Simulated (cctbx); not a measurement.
## Accept or mend?

Cell a = 5.9390 Å, b = 5.9390 Å, c = 5.9390 Å, α = 90.00°, β = 90.00°, γ = 90.00°; space group Pm-3m (no. 221).

Simulated single-crystal data (cctbx): Cu Kα, λ = 1.54184 Å, to d = 0.83 Å, 80 % of the full sphere, strongest reflection 20000 counts, noise from counting, a 6 % proportional error and a noise floor of 4 counts (s.d.); no absorption, and some extinction, which the refinements don't model.

An anisotropic refinement with weights 1/σ² prints:

```text
Rint 0.049, 62 unique reflections to 0.83 A
cycle     R1     wR2    GooF  max shift (A)
   1  0.1301  0.3934  20.863   0.00000
   3  0.0382  0.1268   6.722   0.00000
final R1 0.0383 wR2 0.1267 GooF 6.721  parameters 4  data/parameter 15.5
atom        x        y        z      Ueq    occ   su(xyz)  su(Uiso or U11)
Cd1    0.50000  0.50000  0.00000   0.0059  1.000  0.00000  0.0012
I1     0.50000  0.50000  0.50000   0.0236  1.000  0.00000  0.0014
K1     0.00000  0.00000  0.00000   0.0350  1.000  0.00000  0.0042
difference map: max 4.32 min -1.74 rms 0.45
Q1    0.0000  0.0000  0.0000    1    4.32  0.00 A from K1
Q2    0.0000  0.5000  0.5000    3    4.31  0.00 A from Cd1
Q3    0.3034  0.5000  0.5000    6    0.76  1.17 A from I1
Q4    0.0973  0.0973  0.2022   24    0.74  1.45 A from K1
Q5    0.2153  0.2153  0.3239   24    0.66  2.36 A from Cd1
Q6    0.0000  0.1446  0.3708   24    0.66  2.25 A from Cd1
```

**Question.** Can this result stand? If not, what is the likely fault?

Mend it. The fault: elements exchanged: I1 is Cd and Cd1 is I. Against the right model at the same level, R1 goes from 0.0146 to 0.0383 and GooF from 1.24 to 6.72, U of Cd1 shrinks from 0.0121 to 0.0059 Å², U of K1 swells from 0.0192 to 0.0350 Å², U of I1 swells from 0.0143 to 0.0236 Å² and the top difference peak, 4.3 e/Å³, lies on K1. I1 has 5 electrons too many and its U swells to shed them, as expected; Cd1 has 5 electrons too few and its U shrinks to make up, as expected.

The compound is KCdI3. The right model at the same level gives:

```text
Rint 0.049, 62 unique reflections to 0.83 A
cycle     R1     wR2    GooF  max shift (A)
   1  0.0217  0.0481   2.550   0.00000
   2  0.0146  0.0233   1.238   0.00000
final R1 0.0146 wR2 0.0233 GooF 1.238  parameters 4  data/parameter 15.5
atom        x        y        z      Ueq    occ   su(xyz)  su(Uiso or U11)
I1     0.50000  0.50000  0.00000   0.0121  1.000  0.00000  0.0002
Cd1    0.50000  0.50000  0.50000   0.0143  1.000  0.00000  0.0002
K1     0.00000  0.00000  0.00000   0.0192  1.000  0.00000  0.0006
difference map: max 0.40 min -2.06 rms 0.17
Q1    0.2562  0.2562  0.2562    8    0.41  2.51 A from Cd1
Q2    0.1832  0.5000  0.5000    6    0.21  1.09 A from I1
Q3    0.1087  0.2339  0.2339   24    0.20  2.07 A from K1
Q4    0.3238  0.5000  0.5000    6    0.19  1.05 A from Cd1
Q5    0.0000  0.1371  0.1371   12    0.17  1.15 A from K1
Q6    0.0000  0.0000  0.2513    6    0.17  1.49 A from K1
```

The model was made for the exercise: a known structure type with other elements put in, its volume estimated, not relaxed; displacement parameters are assumed.

[Middle refinement cycles are left out of these outputs.]

[Logs are printed without paths, hosts, clocks, repeated set-up lines and the standing remarks that a program may print on its own settings, such as how far it seeks lower states.]
